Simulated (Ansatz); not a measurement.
# Depolarisation of Te on Pt(100): the Topping model put to the test

In Topping's model the dipole per adsorbate falls as μ = μ₀/(1 + 9αn^(3/2)), with n the density and α a polarisability, so 1/μ is a straight line in n^(3/2).

How it was computed: Ansatz 0.2.0, plane waves with PAW datasets (its set soft_2), PBE; 4 layers at the tabulated experimental lattice constant with the lower two held, adsorbates relaxed from the hollow site, dipole correction. μ is the change of the cell's dipole per adsorbate, positive end outwards.

```
     run  n^(3/2) (nm⁻³)  1/μ (1/D)
0.111 ML            1.74      0.885
 0.25 ML            5.87          ?
    1 ML           46.96      2.111
```

Q: Estimate the withheld value from the rows shown.

Two rows fix a line: slope = (2.111 − 0.885) / (46.96 − 1.74) = 0.02711, intercept 0.83787. The intercept gives μ₀ = 1/0.8379 = 1.19 D, and slope over intercept 9α = 0.032 nm³, or α = 4 Å³, an effective value that holds the metal's image. At 5.87 it gives 0.02711 × 5.87 + 0.83787 = 0.997 1/D. Rounding of the rows alone allows about ±0.001 1/D there; two rows can't show whether the line holds.

The run itself gives 0.998 1/D: a miss of +0.001 1/D, or 0.1 % of the value. In dipoles that is 1.00 D predicted against 1.00 D found. The line meets this point to some per cent.

**Limits.** Heights and bonding change with coverage, which the model leaves out; its factor is about 9 for square and hexagonal arrays and differs for rectangular ones and rows; and slabs this thin add errors of their own. Other coverages were run too and are left out of this fit, which takes cells with one adsorbate each. The test is put only to electropositive adsorbates whose dipole falls by a fifth or more between the two rows shown.

[Logs are printed without paths, hosts, clocks, repeated set-up lines and the standing remarks that a program may print on its own settings, such as how far it seeks lower states.]
